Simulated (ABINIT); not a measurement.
Planning a run of ABINIT 10.8.3 on Cs2AgBiBr6 (Fm-3m). The input:

```
acell 3*1.0 Angstrom
rprim 
  -0.000000000000 5.616100000000 5.616100000000
  5.616100000000 0.000000000000 5.616100000000
  5.616100000000 5.616100000000 -0.000000000000
ntypat 4
znucl 55 47 83 35
natom 10
typat 1 1 2 3 4 4 4 4 4 4
xred 
  0.250000000000 0.250000000000 0.250000000000
  0.750000000000 0.750000000000 0.750000000000
  0.500000000000 0.500000000000 0.500000000000
  0.000000000000 0.000000000000 0.000000000000
  0.250550000000 0.749450000000 0.250550000000
  0.250550000000 0.749450000000 0.749450000000
  0.749450000000 0.250550000000 0.749450000000
  0.749450000000 0.250550000000 0.250550000000
  0.250550000000 0.250550000000 0.749450000000
  0.749450000000 0.749450000000 0.250550000000
pp_dirpath "pseudos"
pseudos "Cs.upf, Ag.upf, Bi.upf, Br.upf"
ecut 37
ngkpt 2 2 2
nshiftk 1
shiftk 0 0 0
kptopt 1
chksymbreak 0
istwfk *1
occopt 1
irdwfk 1
optdriver 3
nband 265
ecuteps 4
inclvkb 2
awtr 1
symchi 1
indata_prefix "in"
outdata_prefix "out"
tmpdata_prefix "tmp"
```

```sh
OMP_NUM_THREADS=1 mpirun -n 16 abinit run.abi > log
```

**Question.** Estimate wall time and host memory on 16 MPI ranks of Arm Neoverse N1, shared host.

It took 5.6 min; on shared hardware allow 2.8 min to 11 min. Peak host memory was 22 GiB.

[Paths, hosts, dates, memory and timing lines, banners, echoed tables and standing remarks are left out of the program output.]

[Logs are printed without paths, hosts, clocks, repeated set-up lines and the standing remarks that a program may print on its own settings, such as how far it seeks lower states.]

[Runs of the session that timed out or met a known fault of the program may be left out.]

[Hosts, paths, dates, database ids (printed as entryN), source tags and the programs' standing remarks are cut or masked in the printed files.]

[G0W0 gaps are taken among the corrected bands and points alone; a level outside them can change the order at an edge.]

[Where Ansatz stands beside ABINIT at settings called matched, ABINIT's density can come from a denser mesh and the files from another edition; pairs whose starting gaps differed by over 0.03 eV were left out, so agreement reads better than it is.]
